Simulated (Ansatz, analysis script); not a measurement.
# CrBr2: E(q) by the generalised Bloch theorem

Does a spiral lie below the collinear start of CrBr2, and how stiff are the moments?

Calculated with Ansatz 0.2.0; PBEsol with U = 3.5 eV on Cr d (ortho-atomic projectors), PAW set soft_1 (files made for PBE).

### 1. Starting point

It takes space group C2/m (No. 12, monoclinic). Conventional cell: a = 7.489 Å, b = 3.662 Å, c = 6.507 Å, α = 90.00°, β = 96.41°, γ = 90.00°. Nearest to Cr lie 6 Br at 2.55 to 3.20 Å. Br has 3 Cr at 2.55 to 3.20 Å nearest. Farther neighbours and most contacts between anions are not listed.

Coordinates:

```cif
data_structure
_symmetry_space_group_name_H-M 'C2/m'
_symmetry_Int_Tables_number 12
_cell_length_a 7.4893
_cell_length_b 3.6621
_cell_length_c 6.5067
_cell_angle_alpha 90.000
_cell_angle_beta 96.414
_cell_angle_gamma 90.000
_cell_volume 177.34
loop_
_atom_site_label
_atom_site_type_symbol
_atom_site_symmetry_multiplicity
_atom_site_Wyckoff_symbol
_atom_site_fract_x
_atom_site_fract_y
_atom_site_fract_z
_atom_site_occupancy
Cr1 Cr 2 a 0.00000 0.00000 0.00000 1
Br1 Br 4 i 0.64577 0.00000 0.23323 1
```

The cell comes from the Materials Project, a database of computed structures, and the real compound, where it exists, may take another one.

### 2. The collinear state

A collinear run comes first: it shows whether moments survive, and how large they are.

Input file input.yaml:

```yaml
crystal:
  lattice:
    - [3.744669, -1.831055, 0.0]
    - [3.744669, 1.831055, 0.0]
    - [-0.726847, 0.0, 6.465946]
  atoms:
    - { symbol: Cr, position: [0.0, 0.0, 0.0], spin: 3.0 }
    - { symbol: Br, position: [0.645774, 0.645774, 0.233228] }
    - { symbol: Br, position: [0.354226, 0.354226, 0.766772] }
magnetization:
  spin_polarized: true
kpoints:
  mp_grid: { grid: [8, 8, 4] }
hamiltonian:
  xc: pbesol
  hubbard:
    projectors: ortho-atomic
    sites: [{ species: Cr, l: d, u_eff: 3.5 }]
  pseudopotentials: { kind: paw, azcp: { folder: soft_1 }, xc_functional: pbe }
scf:
  occupations: { method: fermi_dirac, width: 0.05 }
  max_iter: 120
  convergence: { dr2_threshold: 1.0e-08 }
output:
  write_density: true
  write_potential: true
  elf: true
  volumetric_format: npy
```

Started as:

```console
> ansatz run input.yaml --threads 1 --pin off --max-ram 2816MiB --backend cpu --events-out ev --progress --plain --runs-dir out
```

Numbers of over 12 decimals in the logs are rounded to 6 here.

The log of the run:

```text
Engine: ansatz 0.2.0, aarch64-unknown-linux-gnu
Pseudopotentials: kind: paw
Pseudopotential: Cr, paw, valence charge 14, recommended cutoff 420 eV (normal), soft_1/Cr.paw.azcp
Pseudopotential: Br, paw, valence charge 7, recommended cutoff 420 eV (normal), soft_1/Br.paw.azcp
Functional definition: PBEsol
  exchange = pbesol_x
  correlation = pbesol_c
Crystal: 3 atoms, lattice volume = 88.670 Å³
Basis set: ecut = 420 eV, 1723 PW (Γ)
Bands: 20, of which v1, the nominal top of the filled ones, is band 14 counted from 1 (13 counted from 0)
Symmetry: 4 space group operations
Space group: C2/m (ITA 12), of the structure as read, at distance tolerance 4.5e-5 Å
Magnetic group: BNS 12.58 (UNI 65), of the structure as read, at distance tolerance 4.5e-5 Å
k-points: 78 of 256
Non-local potential: Cr, projectors of the file, l = 0: 3, l = 1: 2, l = 2: 3, l = 3: 1
Non-local potential: Br, projectors of the file, l = 0: 2, l = 1: 2, l = 2: 2
PAW form: soft (Blöchl's): semilocal exchange-correlation on the pseudo side does not see the compensation charge
PAW frozen core: Cr, regenerated for the run's functional, and the local potential with it (the file was generated under x = pbe(κ = 0.804, μ = 0.219515), c = pbe(β = 0.066725))
PAW frozen core: Br, regenerated for the run's functional, and the local potential with it (the file was generated under x = pbe(κ = 0.804, μ = 0.219515), c = pbe(β = 0.066725))
PAW one-centre angular grid: Cr, 590 points (default); XC on 64 Gauss nodes
PAW one-centre angular grid: Br, 110 points (default); XC on 64 Gauss nodes
Initial density: superposition of atomic densities (chi_scale 0.1, normalization cell, long waves kept (reshape's long-wave potential 0.18 eV rms))
Starting moments: Σ|m| = 3 μB on 1 of 3 sites
Initial wavefunctions: pseudopotential atomic-orbital guess
Functional: x = pbesol(κ = 0.804, μ = 0.123457), c = pbesol(β = 0.046)
SCF iter   1: F=—  HF=-8823.190175 eV  |F-HF|=—  |Δ(HF+E_count)|=         —  Δρ=7.37e-2 (↑7.37e-2 ↓2.11e-2)  dr2=1.11e1  dr2_m=1.08e0  M=4.000 μB ∫|m|=4.530 μB  β_m=1.00  ethr=3.10e-3  ⟨swp⟩=6.1  Hψ=14355  notcnv=0
preconditioner: auto → Resta (q_TF=auto, 2.251 Å⁻¹)  ε∞=4.9  [insulator: Δε(μ)=0.113 eV  Ē_g=8.900 eV  σ=0.050 eV  W_gap=0.51  n_scr=22 (ndim 8)  ℏωp=17.6 eV  f_vac=0.078  D(μ)=0.28/eV (n_scr^D=0)  ε∞_Penn≈4.9]
spin=Collinear: Resta preconditioning applied to the charge; magnetization (m = ρ↑ − ρ↓) channel mixes plain (no charge-response kernel on spin).
SCF iter   2: F=—  HF=-8821.991308 eV  |F-HF|=—  |Δ(HF+E_count)|=    1.20e0  Δρ=1.85e-2 (↑1.85e-2 ↓8.47e-3)  dr2=7.97e-1  dr2_m=5.85e-2  M=4.000 μB ∫|m|=4.496 μB  β_m=1.00  ethr=3.10e-3  ⟨swp⟩=3.0  Hψ=8117  notcnv=0  defer=150
SCF iter   3: F=—  HF=-8822.321467 eV  |F-HF|=—  |Δ(HF+E_count)|=   3.30e-1  Δρ=1.07e-2 (↑1.07e-2 ↓6.68e-3)  dr2=2.96e-1  dr2_m=5.25e-3  M=4.000 μB ∫|m|=4.488 μB  β_m=1.00  ethr=2.84e-3  ⟨swp⟩=2.0  Hψ=4238  notcnv=0  defer=150
SCF iter   4: F=—  HF=-8822.445676 eV  |F-HF|=—  |Δ(HF+E_count)|=   1.24e-1  Δρ=3.06e-3 (↑3.06e-3 ↓1.75e-3)  dr2=1.69e-2  dr2_m=1.23e-3  M=4.000 μB ∫|m|=4.483 μB  β_m=0.30  ethr=1.06e-3  ⟨swp⟩=2.1  Hψ=5716  notcnv=0  defer=150
Mixer restart at iter 4: flushing history
spin-set hold released at iteration 4 (site moments contracting): the magnetisation degrees of freedom join the quasi-Newton model from the next iteration; the mixer history was flushed
SCF iter   5: F=—  HF=-8822.541001 eV  |F-HF|=—  |Δ(HF+E_count)|=   9.53e-2  Δρ=2.78e-3 (↑2.78e-3 ↓1.42e-3)  dr2=1.60e-2  dr2_m=7.43e-4  M=4.000 μB ∫|m|=4.448 μB  β_m=0.65  ethr=6.04e-5  ⟨swp⟩=2.2  Hψ=4965  notcnv=0  defer=150
SCF iter   6: F=—  HF=-8822.660454 eV  |F-HF|=—  |Δ(HF+E_count)|=   1.19e-1  Δρ=3.75e-3 (↑3.75e-3 ↓1.24e-3)  dr2=1.49e-2  dr2_m=1.86e-3  M=4.000 μB ∫|m|=4.396 μB  β_m=0.58  ethr=5.71e-5  ⟨swp⟩=2.2  Hψ=5988  notcnv=0  defer=150
SCF iter   7: F=—  HF=-8822.658673 eV  |F-HF|=—  |Δ(HF+E_count)|=   1.78e-3  Δρ=8.84e-4 (↑8.84e-4 ↓4.38e-4)  dr2=6.25e-4  dr2_m=2.71e-4  M=4.000 μB ∫|m|=4.364 μB  β_m=0.79  ethr=5.32e-5  ⟨swp⟩=2.1  Hψ=6299  notcnv=0  defer=150
SCF iter   8: F=—  HF=-8822.659725 eV  |F-HF|=—  |Δ(HF+E_count)|=   1.05e-3  Δρ=2.22e-4 (↑2.22e-4 ↓1.43e-4)  dr2=5.12e-5  dr2_m=2.16e-5  M=4.000 μB ∫|m|=4.350 μB  β_m=0.89  ethr=2.23e-6  ⟨swp⟩=2.2  Hψ=4547  notcnv=0  defer=150
SCF iter   9: F=—  HF=-8822.659862 eV  |F-HF|=—  |Δ(HF+E_count)|=   1.37e-4  Δρ=5.03e-5 (↑5.03e-5 ↓2.06e-5)  dr2=3.85e-6  dr2_m=6.29e-7  M=4.000 μB ∫|m|=4.344 μB  β_m=0.95  ethr=1.83e-7  ⟨swp⟩=2.3  Hψ=4704  notcnv=0  defer=150
SCF iter  10: F=—  HF=-8822.659869 eV  |F-HF|=—  |Δ(HF+E_count)|=   7.51e-6  Δρ=8.46e-6 (↑6.29e-6 ↓8.46e-6)  dr2=3.66e-7  dr2_m=7.78e-9  M=4.000 μB ∫|m|=4.344 μB  β_m=0.97  ethr=1.38e-8  ⟨swp⟩=2.2  Hψ=4765  notcnv=0  defer=150
SCF iter  11: F=—  HF=-8822.659870 eV  |F-HF|=—  |Δ(HF+E_count)|=   9.45e-7  Δρ=7.28e-6 (↑7.28e-6 ↓2.05e-6)  dr2=1.14e-7  dr2_m=9.48e-9  M=4.000 μB ∫|m|=4.344 μB  β_m=0.99  ethr=1.31e-9  ⟨swp⟩=2.0  Hψ=4409  notcnv=0  defer=150
SCF iter  12: F=-8822.659871 eV  HF=-8822.659871 eV  |F-HF|=4.23e-9  |Δ(HF+E_count)|=   1.13e-7  Δρ=2.92e-6 (↑2.92e-6 ↓6.31e-7)  dr2=8.95e-9  dr2_m=1.38e-9  M=4.000 μB ∫|m|=4.344 μB  ethr=3.57e-11  ⟨swp⟩=4.8  Hψ=11042  notcnv=0
SCF 1 converged in 12 iterations: F = -8822.659871 eV  dr2 = 8.95e-9
  greatest PAW one-centre occupation: 1.000 electrons in one spin orbital (limit 2), on the Cr atom at site 0 (counted from 0), in its partial waves of l = 0
SCF converged after 12 iterations
Magnetization: 4.0000 μB (16.0000 up, 12.0000 down)
Absolute magnetization: 4.3415 μB (∫|ρ↑−ρ↓|, with the PAW one-centre terms)
Spin contamination: 0.0584 ħ² per cell (⟨S²⟩ above its minimum at these occupations)
Per-site moments (μB) at R_I (Å): [(3.590463, 1.049847), (-0.058020, 1.049847), (-0.058020, 1.049847)]
Free energy (F): -8822.659871 eV
Harris-Foulkes:  -8822.659871 eV  (|F-HF|=4.23e-9)
Internal energy: -8822.659871 eV  (E = F + TS)
E sigma→0 (E₀):  -8822.659871 eV
Entropy (-TS):   -0.000000 eV (-0.000 meV/atom)
Fermi energy:    4.302672 eV
--- Per-component energies (eV) ---
  E_band       = -384.255480
  E_kinetic    = 561.290123
  E_local      = -3038.371146  (includes V_loc(G=0)·N_el)
  E_nonlocal   = 156.855212
  E_hartree    = 1296.005567
  E_xc         = -500.921905
  E_vxc        = -359.815272  (∫ρ·V_xc dr)
  E_hubbard    = 0.980398  (on-site DFT+U / exact-exchange correction)
  E_vhub       = -6.204223  (the Hubbard potential's part of the band-sum identity)
  E_paw        = -5735.507198  (= ΣΔE_a)
  E_vpaw       = -290.016317  (= ΣTr[D̂ρ^β])
  E_aug_tail   = 0.000852  (compensation charges beyond the density's cutoff)
  E_ewald      = -1563.336315
  E_core_change = 0.344542  (= ΣΔE_core)
  E_smearing   = -0.000000  (= −TS)
  E_closure    = -0.000000  (closes the sum)
  Σ components = -8822.659871   (vs F -8822.659871, Δ=0.00e0)
--- Band table (eV; the first three rows and the last of 156) ---
  k-point 0 ↑: bands = [... 10 lower, 1.5365, 1.9807, 2.2542, 2.2775, 2.3621, 3.4824, 5.6343, 6.9637, ... 2 higher]
  k-point 1 ↑: bands = [... 10 lower, 1.5360, 1.7803, 2.1236, 2.2241, 2.2536, 3.5160, 5.6728, 7.5310, ... 2 higher]
  k-point 2 ↑: bands = [... 10 lower, 1.3453, 1.5356, 2.0750, 2.1938, 2.2214, 3.5448, 5.7114, 8.2338, ... 2 higher]
  k-point 77 ↓: bands = [... 10 lower, 1.8800, 1.9456, 7.2342, 7.8871, 8.7425, 8.7593, 9.0273, 9.1645, ... 2 higher]
Occupation matrices written to <dir>
```

Run time: 21 s. Hardware: 1 thread of Arm Neoverse V2, shared host; peak memory 0.5 GiB.

Reading the cycles: dr2 is the Hartree energy of the density residual (eV), the measure of convergence; HF is the Harris–Foulkes estimate of the energy, which meets the free energy F at convergence.

Spin moment in the atom's sphere by atom:

```
atom  spin moment in the atom's sphere (μB)
 Cr1                                   3.59
 Br2                                  -0.06
 Br3                                  -0.06
```

Tables count atoms from 1; parts of the log count from 0.

The run ends ferromagnetic, with a net moment of 4 μB a cell. With one Cr atom carrying the moment, parallel order of its images is forced by the cell, not found.

Spin density in the ac plane of the conventional cell at fractional y = 0.000, with atoms of Cr and Br within 0.2 Å of it.

Values in e/Å³, 10 rows by 16 columns, each cell a mean:
```
2.4 0.7 0.1 0.0 0.0 0.0 0.0 0.0 0.0 0.0 0.0 0.0 0.0 0.1 0.5 1.9
0.2 0.1 0.0 0.0 0.0 0.0 0.0 0.0 0.0 0.0 0.0 0.0 0.0 0.0 0.1 0.2
0.0 0.0 0.0 0.0 0.0 0.0 0.0 0.0 0.0 0.0 0.0 0.0 0.0 0.0 0.0 0.0
0.0 0.0 0.0 0.0 0.0 0.0 0.0 0.0 0.0 0.0 0.0 0.0 0.0 0.0 0.0 0.0
0.0 0.0 0.0 0.0 0.0 0.0 0.0 0.0 0.0 0.0 0.0 0.0 0.0 0.0 0.0 0.0
0.0 0.0 0.0 0.0 0.0 0.0 0.0 0.0 0.0 0.0 0.0 0.0 0.0 0.0 0.0 0.0
0.0 0.0 0.0 0.0 0.0 0.0 0.0 0.0 0.0 0.0 0.0 0.0 0.0 0.0 0.0 0.0
0.0 0.0 0.0 0.0 0.0 0.0 0.0 0.0 0.0 0.0 0.0 0.0 0.0 0.0 0.0 0.0
0.4 0.2 0.1 0.0 0.0 0.0 0.0 0.0 0.0 0.0 0.0 0.0 0.0 0.0 0.1 0.3
3.4 1.1 0.2 0.0 0.0 0.0 0.0 0.0 0.0 0.0 0.0 0.0 0.0 0.1 0.5 2.5
```
Columns run along a (7.5 Å), rows up along c (6.5 Å), edges of the conventional cell, whose origin can differ from the input's. Atoms in or near the plane, at fractional coordinates: Cr at (0.00, 0.00), Br at (0.65, 0.23), Br at (0.35, 0.77).

Valence density in the ac plane of the conventional cell at fractional y = 0.000, with atoms of Cr and Br within 0.2 Å of it. It is the smooth field of the valence electrons, not physical close to the nuclei.

Ten steps, logarithmic in the rise over the least value, from '0' (0 e/Å³) to '9' (19 e/Å³), each cell a mean:
```
973111122111100001268
642112333321000001146
211113444321000001122
100123312431000000111
000124313421000000000
000123444321000000000
000012333210000000000
000001111100000000000
000000000000000000000
000000000000011100000
000000000001222210000
000000000012344321000
000000000013433431000
011000000123302431000
111100000123433421111
432100000113344321123
863100000112222211147
984100011111111101269
```
Columns run along a (7.5 Å), rows up along c (6.5 Å), edges of the conventional cell, whose origin can differ from the input's. Atoms in or near the plane, at fractional coordinates: Cr at (0.00, 0.00), Br at (0.65, 0.23), Br at (0.35, 0.77).

ELF in the ac plane of the conventional cell at fractional y = 0.000, with atoms of Cr and Br within 0.2 Å of it. It is the smooth field of the valence electrons, not physical close to the nuclei.

Values, 10 rows by 16 columns, each cell a mean:
```
0.67 0.41 0.17 0.26 0.57 0.71 0.68 0.51 0.24 0.11 0.09 0.06 0.07 0.13 0.36 0.66
0.22 0.14 0.24 0.70 0.84 0.54 0.55 0.80 0.61 0.19 0.03 0.02 0.05 0.10 0.13 0.21
0.07 0.08 0.43 0.84 0.77 0.24 0.41 0.85 0.70 0.23 0.02 0.02 0.04 0.06 0.08 0.08
0.01 0.04 0.35 0.74 0.86 0.87 0.88 0.81 0.49 0.09 0.01 0.01 0.02 0.02 0.03 0.02
0.00 0.01 0.06 0.25 0.48 0.59 0.53 0.29 0.06 0.06 0.11 0.08 0.03 0.01 0.01 0.00
0.01 0.01 0.01 0.01 0.02 0.03 0.03 0.06 0.33 0.63 0.74 0.69 0.50 0.21 0.03 0.00
0.03 0.04 0.03 0.02 0.01 0.01 0.06 0.42 0.79 0.87 0.78 0.85 0.84 0.57 0.12 0.02
0.09 0.09 0.08 0.05 0.02 0.01 0.12 0.56 0.83 0.54 0.08 0.56 0.87 0.59 0.14 0.08
0.34 0.22 0.12 0.07 0.03 0.02 0.09 0.39 0.73 0.74 0.65 0.82 0.73 0.31 0.16 0.28
0.79 0.53 0.20 0.09 0.09 0.16 0.16 0.15 0.30 0.50 0.59 0.50 0.25 0.14 0.36 0.67
```
Columns run along a (7.5 Å), rows up along c (6.5 Å), edges of the conventional cell, whose origin can differ from the input's. Atoms in or near the plane, at fractional coordinates: Cr at (0.00, 0.00), Br at (0.65, 0.23), Br at (0.35, 0.77).

Each spiral starts from these moments, tilted 90° from the rotation axis z (a flat spiral), and is free to relax. Spin–orbit coupling is switched off, so the energy does not depend on how the axis lies in the crystal. The folder named start holds the saved collinear state, from which each run begins.

### 3. q = (0, 0, 0)

The reference is the same input at q = 0, so that basis and exchange-correlation form match those at other q. Every q is chosen so that q/2 is a mesh vector: every spiral then samples the k-points of q = 0, and much mesh noise cancels.

input.yaml, the sections that differ from step 2:

```yaml
crystal:
  lattice:
    - [3.744669, -1.831055, 0.0]
    - [3.744669, 1.831055, 0.0]
    - [-0.726847, 0.0, 6.465946]
  atoms:
    - { symbol: Cr, position: [0.0, 0.0, 0.0], spin: 3.59, spin_axis: [1.0, 0.0, 0.0] }
    - { symbol: Br, position: [0.645774, 0.645774, 0.233228] }
    - { symbol: Br, position: [0.354226, 0.354226, 0.766772] }
basis:
  ecutwfc: 420.0
magnetization:
  noncollinear: true
  spin_spiral: { q: [0.0, 0.0, 0.0] }
checkpoint:
  read: start
# kpoints, hamiltonian, scf: as in step 2
# output: removed
```

The log of the run:

```text
Warning: magnetization.spin_spiral: disabling space-group detection — beside a Hubbard shell, its report or a lock it is not worked out which of the operations that keep the spiral keep those too, and one that does not would average them into another order's, and files of the run's orbitals state none, so no spatial operation reduces the k-mesh or symmetrises the density; of a planar spiral with no Hubbard correction or report and no files of its own orbitals, on a mesh that holds points beside their negatives, k and −k, whose spinors are each other's conjugates with the components exchanged, are solved as one point, and the moment along z is held at nought; [rest of the remark cut]
Warning: checkpoint.read: spin treatment differs: saved collinear, current noncollinear; the saved charge density seeds this run and the saved magnetisation is carried along the axis that this deck's starting moments share; the saved density holds an absolute magnetisation of 4.3e0 μB; saved orbitals are not carried; the saved PAW projector densities are carried along that axis; the saved DFT+U occupations are carried along that axis
Warning: checkpoint.read: magnetization.spin_spiral differs: saved none, current q = [0, 0, 0]; the saved state is no spin spiral's: the SCF starts from none of its orbitals and from its density, each atom's moment turned about z as a whole to its place on this deck's spiral. A spiral's own state at q: [0, 0, 0] serves better
[...]
Crystal: 3 atoms, lattice volume = 88.670 Å³
Basis set: ecut = 420 eV, 1723 PW (Γ)
Bands: 36, of which v1, the nominal top of the filled ones, is band 28 counted from 1 (27 counted from 0)
Symmetry: 1 space group operations
k-points: 256
Spin spiral: q = (0, 0, 0) of the reciprocal vectors; moments are told in the frame that turns with it, a site's in that at the site
[...]
Starting moments: Σ|m| = 3.59 μB on 1 of 3 sites; this step starts from the density that it was given
[...]
iter 1 solved again at ethr=2.06e-7 eV; its pass at ethr=3.10e-3 eV (dr2=5.78e-5 eV) is discarded
SCF iter   1: F=—  HF=-8822.659894 eV  |F-HF|=—  |Δ(HF+E_count)|=         —  Δρ=3.35e-6  dr2=8.95e-9  dr2_m=1.40e-9  ethr=2.06e-7  |M|=4.00e0 ∫|m|=4.34e0 μB  |m|>n=0.0e0 m-floor=0.0e0 τ_xc=4.1e-14 mc-row=0.0e0  β_m=0.30  ⟨swp⟩=3.1  Hψ=62330  notcnv=0
eigensolver tolerance schedule: the retry pair's looser diagonalisation over-reported the residual by 6456.54 of it (diagonalisation noise at 0.75 of the residual, at the tolerance the schedule requests for it); recorded, not acted on — ethr = c·dr2/N_el stays at c = 1.0e-1
[...]
spin=Noncollinear: Resta preconditioning applied to the charge; magnetization (m_x, m_y, m_z) channels mix plain (no charge-response kernel on spin).
SCF iter   2: F=—  HF=-8822.659871 eV  |F-HF|=—  |Δ(HF+E_count)|=   2.37e-5  Δρ=1.06e-6  dr2=1.32e-9  dr2_m=2.08e-10  ethr=3.20e-11  |M|=4.00e0 ∫|m|=4.34e0 μB  |m|>n=0.0e0 m-floor=0.0e0 τ_xc=4.2e-9 mc-row=0.0e0  β_m=0.36  ⟨swp⟩=3.9  Hψ=25982  notcnv=0
SCF iter   3: F=-8822.659871 eV  HF=-8822.659871 eV  |F-HF|=1.54e-9  |Δ(HF+E_count)|=   1.07e-9  Δρ=5.26e-7  dr2=5.42e-10  dr2_m=4.83e-11  ethr=4.71e-12  |M|=4.00e0 ∫|m|=4.34e0 μB  |m|>n=0.0e0 m-floor=0.0e0 τ_xc=9.4e-10 mc-row=0.0e0  ⟨swp⟩=1.0  Hψ=23469  notcnv=0
SCF 1 converged in 3 iterations: F = -8822.659871 eV  dr2 = 5.42e-10
[...]
SCF converged after 3 iterations
Magnetization: |M| = 4.0000 μB,  M = (+4.0000, +0.0000, +0.0000) μB
Absolute magnetization: 4.3415 μB (∫|m|, with the PAW one-centre terms)
  site 0: m = (+3.5905, +0.0000, +0.0000) μB, |m| = 3.5905 μB  (R = 1.05 Å)
  site 1: m = (-0.0580, -0.0000, +0.0000) μB, |m| = 0.0580 μB  (R = 1.05 Å)
  site 2: m = (-0.0580, -0.0000, +0.0000) μB, |m| = 0.0580 μB  (R = 1.05 Å)
Free energy (F): -8822.659871 eV
[...]
Internal energy: -8822.659871 eV  (E = F + TS)
E sigma→0 (E₀):  -8822.659871 eV
Entropy (-TS):   -0.000000 eV (-0.000 meV/atom)
Fermi energy:    4.302724 eV
[...]
```

Elapsed: 2.3 min, on 1 thread; peak memory 1.9 GiB.

The largest moment is 3.59 μB, against 3.59 μB in the collinear run.

### 4. q = (-0.75, -0.25, 0)

Only q changes. The cell stays that of the crystal, since the generalised Bloch theorem carries the rotation from cell to cell.

input.yaml: that of step 3 with these lines changed.

```diff
@@ -25,3 +25,3 @@
   noncollinear: true
-  spin_spiral: { q: [0.0, 0.0, 0.0] }
+  spin_spiral: { q: [-0.75, -0.25, 0.0] }
 checkpoint:
```

The log of the run:

```text
[...]
Crystal: 3 atoms, lattice volume = 88.670 Å³
Basis set: ecut = 420 eV, 1723 PW (Γ)
Bands: 36, of which v1, the nominal top of the filled ones, is band 28 counted from 1 (27 counted from 0)
Symmetry: 1 space group operations
k-points: 256
[...]
SCF iter   7: F=-8822.659768 eV  HF=-8822.659768 eV  |F-HF|=1.07e-9  |Δ(HF+E_count)|=   1.37e-7  Δρ=3.82e-6  dr2=6.95e-9  dr2_m=3.40e-9  ethr=3.57e-11  |M|=3.52e0 ∫|m|=4.30e0 μB  |m|>n=0.0e0 m-floor=0.0e0 τ_xc=2.2e-2 mc-row=0.0e0  ⟨swp⟩=2.0  Hψ=32740  notcnv=0
SCF 1 converged in 7 iterations: F = -8822.659768 eV  dr2 = 6.95e-9
[...]
SCF converged after 7 iterations
Magnetization: |M| = 3.5157 μB,  M = (+3.5157, +0.0000, -0.0000) μB
Absolute magnetization: 4.2946 μB (∫|m|, with the PAW one-centre terms)
  site 0: m = (+3.5771, +0.0000, -0.0000) μB, |m| = 3.5771 μB  (R = 1.05 Å)
  site 1: m = (-0.0050, -0.0066, -0.0000) μB, |m| = 0.0083 μB  (R = 1.05 Å)
  site 2: m = (-0.0050, +0.0066, -0.0000) μB, |m| = 0.0083 μB  (R = 1.05 Å)
Free energy (F): -8822.659768 eV
[...]
Internal energy: -8822.659768 eV  (E = F + TS)
E sigma→0 (E₀):  -8822.659768 eV
Fermi energy:    4.205611 eV
[...]
```

Elapsed: 3.6 min, on 1 thread; peak memory 2 GiB.

The energy of the cell lies 0.103 meV above that at q = 0, and the largest moment is 3.58 μB against 3.59 μB.

(Part 1 of 2 ends here.)

[Logs and program files are shortened in this print: banners, set-up blocks, solver, clock and traceback lines can be left out without a mark of their own.]

[Logs are printed without paths, hosts, clocks, repeated set-up lines and the standing remarks that a program may print on its own settings, such as how far it seeks lower states.]

[Hosts, paths, dates, database ids (printed as entryN), source tags and the programs' standing remarks are cut or masked in the printed files.]
